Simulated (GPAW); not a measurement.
# Quasiparticle gap of MgI2 (P-3m1) in GPAW

Aim: the G0W0 gap of MgI2 (P-3m1) on PBE, step by step.

Method: PBE and many-body steps on it, plane waves, in GPAW 26.7.0.

The database entry behind the starting cell has ideal inner coordinates that were not refined, so it need not match the best structure at ambient conditions.

## 1. The starting structure

Symmetry: P-3m1, No. 164, trigonal system. Conventional cell: a = 4.140 Å, b = 4.140 Å, c = 6.880 Å, α = 90.00°, β = 90.00°, γ = 120.00°. Nearest to Mg lie 6 I at 2.94 Å. I has 3 Mg at 2.94 Å nearest. Farther neighbours and most contacts between anions are not listed.

The cell and positions come from the Crystallography Open Database and are kept as given unless a step says otherwise. Spin-orbit coupling is left out unless a step names it.

## 2. Ground state

This step: GPAW 26.7.0; DFT, PBE, plane waves, PAW.

The ground-state density comes first.

Contents of run.py:

```python
import json
import numpy as np
from gpaw.mpi import world
from ase import Atoms
from gpaw import GPAW, PW, FermiDirac

atoms = Atoms(['Mg', 'I', 'I'],
    cell=[[4.1400000000, 0.0000000000, 0.0000000000],
      [-2.0700000000, 3.5853451717, 0.0000000000],
      [0.0000000000, 0.0000000000, 6.8800000000]],
    scaled_positions=[[0.0000000000, 0.0000000000, 0.0000000000],
      [0.3333333333, 0.6666666667, 0.2500000000],
      [0.6666666667, 0.3333333333, 0.7500000000]],
    pbc=(True, True, True))
calc = GPAW(mode=PW(450),
    xc='PBE',
    kpts={'size': (6, 6, 4), 'gamma': True},
    occupations=FermiDirac(0.001),
    nbands=-7,
    convergence={'density': 1e-6, 'bands': -3},
    maxiter=100,
    txt='gs.txt')
atoms.calc = calc
res = {'energy': atoms.get_potential_energy()}
kpts = calc.get_ibz_k_points()
res['kpts'] = kpts
res['eigenvalues'] = [calc.get_eigenvalues(kpt=k) for k in range(len(kpts))]
res['n_electrons'] = calc.get_number_of_electrons()
calc.write('gs.gpw')

if world.rank == 0:
    with open('result.json', 'w') as f:
        json.dump(res, f, default=lambda x: x.tolist())
```

Run with:

```console
$ mpirun -n 4 gpaw python run.py
```

Numbers of over 12 decimals in the logs are rounded to 6 here.

What it wrote:

```text
__  _  _
 | _ |_)|_||  |
 |__||  | ||/\| - 26.7.0

Input parameters:
  mode=PW(ecut=450.000000),
  convergence={'density': 1e-06, 'bands': -3},
  kpts=MonkhorstPack(size=(6, 6, 4), gamma=True),
  maxiter=100,
  nbands=-7,
  occupations=Occupations(name='fermi-dirac', width=0.001, fixmagmom=False),
  xc=XC(name='PBE')
  [... matrices ...]
Diagonalizing LCAO Hamiltonian
Converting LCAO to pw mode

             I

         I

       Mg

Atoms  # Å, Bohr magnetons
|   | symbol |         x |        y |        z |    initial magnetic moments |
| 0 |     Mg |  0.000000 | 0.000000 | 0.000000 | ( 0.0000,  0.0000,  0.0000) |
| 1 |      I | -0.000000 | 2.390230 | 1.720000 | ( 0.0000,  0.0000,  0.0000) |
| 2 |      I |  2.070000 | 1.195115 | 5.160000 | ( 0.0000,  0.0000,  0.0000) |

Unit cell  # Å
| periodic |         x |        y |        z |  lengths |     angles |
|      yes |  4.140000 | 0.000000 | 0.000000 | 4.140000 |  90.000000 |
|      yes | -2.070000 | 3.585345 | 0.000000 | 4.140000 |  90.000000 |
|      yes |  0.000000 | 0.000000 | 6.880000 | 6.880000 | 120.000000 |

Number of symmetries: 12
Symmetry operations  # r_c * U_cc + t_c -> r_c
|    | kind |            matrix            |
|  0 |  σ   |  1, 1, 0,  0,-1, 0,  0, 0, 1 |
|  1 |  S6  |  1, 1, 0, -1, 0, 0,  0, 0,-1 |
|  2 |  E   |  1, 0, 0,  0, 1, 0,  0, 0, 1 |
|  3 |  C2  |  1, 0, 0, -1,-1, 0,  0, 0,-1 |
|  4 |  C2  |  0, 1, 0,  1, 0, 0,  0, 0,-1 |
|  5 |  C3  |  0, 1, 0, -1,-1, 0,  0, 0, 1 |
|  6 |  S6  |  0,-1, 0,  1, 1, 0,  0, 0,-1 |
|  7 |  σ   |  0,-1, 0, -1, 0, 0,  0, 0, 1 |
|  8 |  σ   | -1, 0, 0,  1, 1, 0,  0, 0, 1 |
|  9 |  i   | -1, 0, 0,  0,-1, 0,  0, 0,-1 |
| 10 |  C3  | -1,-1, 0,  1, 0, 0,  0, 0, 1 |
| 11 |  C2  | -1,-1, 0,  0, 1, 0,  0, 0,-1 |

BZ-sampling:
  Number of BZ points: 144
  Number of IBZ points: 24

  Monkhorst-Pack size: [6, 6, 4]
  Monkhorst-Pack shift: [0.083333, 0.083333, 0.125]

K-points  # in reciprocal-cell coordinates
|     |                                coordinates |     weight |
|   0 | (  0.00000000,   0.00000000,   0.00000000) | 0.00694444 |
|   1 | (  0.00000000,   0.00000000,   0.25000000) | 0.01388889 |
|   2 | (  0.00000000,   0.00000000,   0.50000000) | 0.00694444 |
|   3 | (  0.16666667,   0.00000000,  -0.25000000) | 0.04166667 |
|   4 | (  0.16666667,   0.00000000,   0.00000000) | 0.04166667 |
|   5 | (  0.16666667,   0.00000000,   0.25000000) | 0.04166667 |
|   6 | (  0.16666667,   0.00000000,   0.50000000) | 0.04166667 |
|   7 | (  0.33333333,  -0.16666667,   0.00000000) | 0.04166667 |
|   8 | (  0.33333333,  -0.16666667,   0.25000000) | 0.08333333 |
|   9 | (  0.33333333,  -0.16666667,   0.50000000) | 0.04166667 |
| ... |                                            |            |
|  23 | (  0.50000000,   0.50000000,   0.50000000) | 0.02083333 |

Plane wave coefficients: 2237
Cutoff: 450.000000 eV

Spin-components: 1 (collinear spins)
Bands:           19
Projectors:      15
Spin-degeneracy: 2
Datatype:        complex128

  Storage: CPU
  Wave functions: 16_321_152 bytes (4_080_288 per core)
  Projectors: 18_898_176 bytes (4_724_544 per core)
  [... matrices ...]
Parallelization:
  kpt:    4
  domain: 1
  band:   1

Density:
  Valence electrons: 24.0
  Components: 1
  Grid points: [21 21 35]
  Charge: 0.0  # |e|

Potential:
  Grid points: [21 21 35]

species:
  Mg:
    name:    Magnesium
    Z:       12.0
    valence: 10
    core:    2
    charge:  0.0  # [|e|]
    compensation charges:
      type: gauss
      rc: 0.33  # [Å]
      lmax: 2
    cutoffs:
      filter: 1.86  # [Å]
      core: 0.54  # [Å]
    projectors
    | kind |    occ | energy [eV] | rcut [Å] |
    |   2s |  2.000 |     -79.840 |    1.090 |
    |   3s |  2.000 |      -4.705 |    1.090 |
    |   2p |  6.000 |     -46.613 |    1.085 |
    |   3p |  0.000 |      -1.330 |    1.085 |
    |    d |        |       0.000 |    1.037 |

    Using partial waves for Mg as LCAO basis

  I:
    name:    Iodine
    Z:       53.0
    valence: 7
    core:    46
    charge:  0.0  # [|e|]
    compensation charges:
      type: gauss
      rc: 0.37  # [Å]
      lmax: 2
    cutoffs:
      filter: 2.06  # [Å]
      core: 2.90  # [Å]
    projectors
    | kind |    occ | energy [eV] | rcut [Å] |
    |   5s |  2.000 |     -17.382 |    1.164 |
    |   5p |  5.000 |      -7.088 |    1.164 |
    |    s |        |       9.829 |    1.164 |
    |    p |        |      20.123 |    1.164 |
    |    d |        |       0.000 |    1.164 |

    Using partial waves for I as LCAO basis

Reference energy: -392531.236221  # eV

eigensolver:
  PPCG
  Converge bands: -3
  niter=2

density mixing:
  MSR1-Mixer
  Pratt-step length: 0.05
  Maximum mixing coefficient: 0.75
  Old densities: 10
  SVD Regularization: 0.005
  Good broyden scale: 1.0
  Trust region scale: 1.0
  Backstep threshold: 4.0
  History deletion threshold: 6.0
  Fourier metric: weight=20.0, sigma=0.015

occupation numbers:
  Fermi-Dirac:
    width: 0.0010  # eV

poisson solver:
  ecut: 3600.000000  # eV

xc functional:
  name: PBE with 2 nearest neighbor stencil

Initialization done in: 0.848 s

convergence criteria:
- Maximum integral of absolute [dens]ity change: 1e-06 electrons / valence electron
- Maximum [total energy] change in last 3 cyles: 0.0005 eV / valence electron
- Maximum integral of absolute [eigenst]ate change: 4e-08 eV^2 / valence electron
maximum number of iterations: 100

SCF iterations
|iter     |     time |      energy | eigst |  dens |
|iter:   1|  |   -7.858587 | +0.50 |       |
|iter:   2|  |   -7.835376 | -0.08 | -1.35 |
|iter:   3|  |   -7.749617 | -1.46 | -1.39 |
|iter:   4|  |   -7.750959 | -1.76 | -1.97 |
|iter:   5|  |   -7.749549c| -2.75 | -2.37 |
|iter:   6|  |   -7.749826c| -4.12 | -2.72 |
|iter:   7|  |   -7.749836c| -5.15 | -3.47 |
|iter:   8|  |   -7.749837c| -5.98 | -4.08 |
|iter:   9|  |   -7.749837c| -7.02 | -4.89 |
|iter:  10|  |   -7.749837c| -7.88c| -5.64 |
|iter:  11|  |   -7.749837c| -8.38c| -6.15c|

Converged in 11 steps
SCF loop duration: 2.816 s (0.256 s/step)
Energy contributions relative to reference atoms: (reference = -392531.236221)
  [... matrices ...]
Energy contributions:
  Kinetic:          11.804847
  Coulomb:         -10.574030
  Zero:             -0.055281
  External:          0.000000
  Xc:               -8.925372
  Entropy:          -0.000000
  Spinorbit:         0.000000
  ----------------------------
  Free energy:      -7.749837
  Extrapolated:     -7.749837

dipole moment: (-2.973579, -5.150391, -9.883201)  # |e|*Ang

Fermi level: 4.384
Eigenvalues  # (at kpt = [0.000, 0.000, 0.000])
| band index |      eig [eV] | occ [0-2] |
|          0 |       -72.933 |     2.000 |
|        ... |               |           |
|          4 |        -9.533 |     2.000 |
|          5 |        -8.852 |     2.000 |
|          6 |        -1.107 |     2.000 |
|          7 |         2.111 |     2.000 |
|          8 |         2.111 |     2.000 |
|          9 |         2.455 |     2.000 |
|         10 |         2.475 |     2.000 |
|         11 |         2.475 |     2.000 |
|         12 |         6.130 |     0.000 |
|         13 |         7.354 |     0.000 |
|         14 |         9.331 |     0.000 |
|         15 |         9.331 |     0.000 |
|         16 |         9.959 |     0.000 |
|         17 |        10.793 |     0.000 |
|         18 |        10.793 |     0.000 |

Gap: 3.508 eV
Transition (v -> c):
  (s=0, k=0, n=11, [0.00, 0.00, 0.00]) -> (s=0, k=23, n=12, [0.50, 0.50, 0.50])
Direct/indirect transitions are different
Direct gap: 3.655 eV
Transition at: (s=0, k=0, n=11, [0.00, 0.00, 0.00])
# Writing to gs.gpw (mode='')
  [... matrices ...]
```

Run time: 5.2 s. Hardware: 4 MPI ranks of Intel Xeon 6975P-C (Granite Rapids), shared host; peak memory 0.69 GiB; 20 s of CPU time.

Numbers from this step:

| Quantity | Value |
| --- | --- |
| total energy | -7.750 eV |
| gap | 3.508 eV |
| k of the valence top | 0, 0, 0 |
| k of the conduction bottom | 0.5, 0.5, 0.5 |
| least direct gap | 3.655 eV |

The gap is indirect, with the least direct gap 0.15 eV higher.

## 3. Empty states on the mesh, 3×3×2 mesh, 175 bands

The sums over transitions need many empty states on a uniform mesh; this step solves for them.

Contents of run.py:

```python
import json
import numpy as np
from gpaw.mpi import world
from gpaw import GPAW

calc = GPAW('gs.gpw').fixed_density(kpts={'size': (3, 3, 2), 'gamma': True},
    parallel={'domain': 1, 'band': 1},
    txt='nscf.txt')
calc.diagonalize_full_hamiltonian(nbands=175)
calc.write('full.gpw', mode='all')
res = {}
kpts = calc.get_ibz_k_points()
res['kpts'] = kpts
res['eigenvalues'] = [calc.get_eigenvalues(kpt=k) for k in range(len(kpts))]
res['n_electrons'] = calc.get_number_of_electrons()

if world.rank == 0:
    with open('result.json', 'w') as f:
        json.dump(res, f, default=lambda x: x.tolist())
```

Run with:

```console
$ mpirun -n 4 gpaw python run.py
```

What it wrote:

```text
Diagonalizing LCAO Hamiltonian
Converting LCAO to pw mode
convergence criteria:
- Maximum integral of absolute [eigenst]ate change: 4e-08 eV^2 / valence electron
maximum number of iterations: 100

SCF iterations
|iter     |     time |      energy | eigst |  dens |
|iter:   1|  |             | +0.71 |       |
|iter:   2|  |             | -0.22 |       |
|iter:   3|  |             | -1.30 |       |
[...]
|iter:   7|  |             | -5.60 |       |
|iter:   8|  |             | -6.88 |       |
|iter:   9|  |             | -7.59c|       |
SCF steps: 9
  __  _  _
 | _ |_)|_||  |
 |__||  | ||/\| - 26.7.0

Input parameters:
  mode=PW(ecut=450.000000),
  convergence={'density': 1e-06, 'bands': -3},
  gpts=array([21, 21, 35]),
  kpts=MonkhorstPack(size=(3, 3, 2), gamma=True),
  maxiter=100,
  nbands=19,
  occupations=Occupations(name='fermi-dirac', width=0.001, fixmagmom=False),
  parallel={'domain': 1, 'band': 1},
  xc=XC(name='PBE')
Matrix size: 2237x2237
# Writing to full.gpw (mode='all')
  [... matrices ...]

timing:  # [seconds]
  Total: 10.084  # ━━━━━━━━━━━━━━━━━━━━━━━━━━━━━━━━━━━━━━━━━━━━━━━━━━━━━━━━━━
```

It took 13 s on 4 MPI ranks; peak memory 1.9 GiB.

This step gave:

| Quantity | Value |
| --- | --- |
| gap | 3.655 eV |
| k of the valence top | 0, 0, 0 |
| k of the conduction bottom | 0, 0, 0 |
| least direct gap | 3.655 eV |
| k points computed | 6 |
| lowest point of the top converged band, above the valence top | 73.0508 eV |

On this mesh the gap is 3.655 eV. The earlier step found 3.508 eV, so this mesh misses an edge.

## 4. Screening and self-energy, 3×3×2 mesh, 165 bands, screening to 80 eV

G0W0 replaces the xc potential by the self-energy, built once from these orbitals. Only a window of levels is corrected, while the sums run over the empty bands that the input names.

This step: G0W0 on PBE, plane waves, PAW.

Contents of run.py:

```python
import json
import numpy as np
from gpaw.mpi import world
from gpaw.response.g0w0 import G0W0

gw = G0W0('full.gpw',
    filename='gw',
    kpts=[0],
    bands=(10, 14),
    ecut=80,
    nbands=165,
    integrate_gamma='WS',
    ppa=True)
gw.calculate()
res = {mode: {k: v for k, v in r.items() if k != 'sigma_eskwn'}
       for mode, r in gw.all_results.items()}

if world.rank == 0:
    with open('result.json', 'w') as f:
        json.dump(res, f, default=lambda x: x.tolist())
```

Run with:

```console
$ mpirun -n 4 gpaw python run.py
```

What it wrote:

```text
Using integrator: PointIntegrator
FrequencyGridDescriptor(from 0.000+0.000j to 0.000+27.211j eV, 2 points)
Nonperiodic BCs:  [False False False]
Using integrator: PointIntegrator
FrequencyGridDescriptor(from 0.000+0.000j to 0.000+27.211j eV, 2 points)
Nonperiodic BCs:  [False False False]
  ___  _ _ _
 |   || | | |
 | | || | | |
 |__ ||_____|
 |___|

BZ k-points: Symmetries present (total): 12

  [... matrices ...]
18 k-points: 3 x 3 x 2 Monkhorst-Pack grid + [0.000000,0.000000,1/4]
6 k-points in the irreducible part of the Brillouin zone
       k-points in crystal coordinates                weights
   0:     0.00000000    0.00000000    0.00000000          1/18
   1:     0.00000000    0.00000000    0.50000000          1/18
   2:     0.33333333    0.00000000    0.00000000          6/18
   3:     0.33333333    0.00000000    0.50000000          6/18
   4:     0.33333333    0.33333333    0.00000000          2/18
   5:     0.33333333    0.33333333    0.50000000          2/18

Distributing spins, k-points and bands (1 x 1 x 4) over 4 processes
Number of blocks: 1

Quasi particle states:
k-points (IBZ indices): [0]
Band range: (10, 14)
  [... matrices ...]
Computational parameters:
Plane wave cut-off: 80 eV
Number of bands: 165
Coulomb cutoff: None
Broadening: 0.1 eV

fxc modes: GW
Kernel: RPA
Using Godby-Needs plasmon-pole approximation:
  Fitting energy: i*E0, E0 = 1.000 Hartree
Summing all q:

Calculating screened Coulomb potential
No Coulomb truncation
FrequencyGridDescriptor(from 0.000+0.000j to 0.000+27.211j eV, 2 points)
Removing empty qpoint cache files...

Calculating chi0 body with:
    Ground state adapter containing:
    Number of spins: 1
    Number of kpoints: 18
    Number of irreducible kpoints: 6
    Number of completely occupied states: 12
    Number of partially occupied states: 12
    Occupied states memory: 2.826233 M / cpu

    Linear response parametrization:
    q_c: [0.0, 0.0, 0.0]
    Number of frequency points: 2
    Planewave cutoff: 80.0
    Number of bands: 165
    Number of planewaves: 149
    Broadening (eta): 1e-06
    comm.size: 4
    kncomm.size: 4
    blockcomm.size: 1

    Memory estimate of potentially large arrays:
        chi0_wGG: 0.677521 M / cpu
Integrating chi0 body.

Symmetries of q_c:
    Direct symmetries (Uq -> q): 12
    Indirect symmetries (TUq -> q): 0
In total 12 allowed symmetries.

  [... matrices ...]
6 groups of equivalent kpoints. 66.666667% reduction.

Integral kind: response function
Integrating chi0 head and wings.

Symmetries of q_c:
    Direct symmetries (Uq -> q): 12
    Indirect symmetries (TUq -> q): 0
In total 12 allowed symmetries.

  [... matrices ...]
6 groups of equivalent kpoints. 66.666667% reduction.

Integral kind: response function wings

Calculating chi0 body with:
    Ground state adapter containing:
    Number of spins: 1
    Number of kpoints: 18
    Number of irreducible kpoints: 6
    Number of completely occupied states: 12
    Number of partially occupied states: 12
    Occupied states memory: 2.826233 M / cpu

[... the further q-points ...]

Results:
f:      Occupation numbers
eps:     KS-eigenvalues [eV]
vxc:     KS vxc [eV]
exx:     Exact exchange [eV]
sigma:   Self-energies [eV]
dsigma:  Self-energy derivatives
Z:       Renormalization factors
qp:      QP-energies [eV]

k-point 0 (0): (0.000, 0.000, 0.000)                GW
band       f     eps     vxc     exx   sigma  dsigma       Z      qp
                                                                   GW
  10   1.000   2.475 -15.056 -17.872   1.707  -0.240   0.806   1.580
  11   1.000   2.475 -15.056 -17.872   1.706  -0.240   0.806   1.580
  12   0.000   6.130 -11.361  -7.125  -3.414  -0.209   0.827   6.809
  13   0.000   7.354  -9.582  -5.351  -3.573  -0.209   0.827   7.898
```

It took 12 s on 4 MPI ranks; peak memory 1.1 GiB; 49 s of CPU time.

Numbers from this step:

```
G0W0 gap on the points computed              : 5.229 eV
least direct G0W0 gap on the computed points : 5.229 eV
Z at the valence top                         : 0.8064
Z at the conduction bottom                   : 0.8269
starting gap on the mesh                     : 3.655 eV
k of the valence top                         : 0, 0, 0
k of the conduction bottom                   : 0, 0, 0
```

The gap on the mesh goes from 3.66 eV to 5.23 eV, a correction of +1.57 eV. The start differs from the 3.51 eV found before because the two sample other k points.

Limits: finite bands, cutoff and mesh; no spin-orbit coupling; coarse k mesh. v1 is the top filled band, c1 the lowest empty one. The levels before and after the correction (eV, zero at the valence-band top of each column):

|  | conduction bottom | valence top |
| --- | --- | --- |
| Kohn-Sham | 3.66 | 0.00 |
| G0W0 | 5.23 | 0.00 |

|  | level | energy (eV) |
| --- | --- | --- |
| Kohn-Sham | Γ v2-v1 | 0.000 |
| Kohn-Sham | Γ c1 | 3.655 |
| Kohn-Sham | Γ c2 | 4.879 |
| G0W0 | Γ v2-v1 | 0.000 |
| G0W0 | Γ c1 | 5.229 |
| G0W0 | Γ c2 | 6.318 |

## 5. Where the time went

Times are wall times on 4 MPI ranks of Intel Xeon 6975P-C (Granite Rapids), shared host, good to a factor of about two.

| step | time | share | memory (GiB) |
| --- | --- | --- | --- |
| ground state | 5.2 s | 17 % | 0.69 |
| empty states on the mesh | 13 s | 43 % | 1.9 |
| screening and self-energy | 12 s | 40 % | 1.1 |

## 6. Outcome

* PBE gap: 3.51 eV, indirect
* G0W0 gap on the mesh: 5.23 eV
* G0W0 gap over the zone (rigid shift): 5.08 eV
* GW settings: 3×3×2 mesh, 165 bands, screening to 80 eV, Godby-Needs plasmon pole
* known limits: not at the basis limit; no spin-orbit coupling; coarse k mesh

G0W0 moves the gap on the mesh from 3.66 eV to 5.23 eV (+1.57 eV), with Z of 0.81 and 0.83 at the edges. The mesh misses the band edges by 0.15 eV in all; a rigid shift gives 5.08 eV for the zone. Only 1 of the mesh's irreducible points was corrected, so a valley elsewhere could overtake. Bands and cutoff are finite, so the gap is not at the basis limit. The miss can reach some tenths of an eV and take either sign; the mesh is an error of its own. These stock PAW sets were not made for GW; the filled d or f shell of I lies in the frozen core, which bears on start and correction. In the G0W0 run levels were corrected at 1 k point alone, so a gap called «on the mesh» is the least over those, and an edge elsewhere would be missed. A denser mesh or path gives a starting gap of 3.51 eV: the GW mesh misses a band edge, so its gaps are not the fundamental one. The 3×3×2 mesh is coarse for this cell, which bears on the long-range parts of exchange and screening. The many-body steps are scalar-relativistic: spin-orbit coupling is not in them.

[Paths, hosts, dates, memory and timing lines, banners, echoed tables and standing remarks are left out of the program output.]

[Logs are printed without paths, hosts, clocks, repeated set-up lines and the standing remarks that a program may print on its own settings, such as how far it seeks lower states.]

[Runs of the session that timed out or met a known fault of the program may be left out.]

[Hosts, paths, dates, database ids (printed as entryN), source tags and the programs' standing remarks are cut or masked in the printed files.]
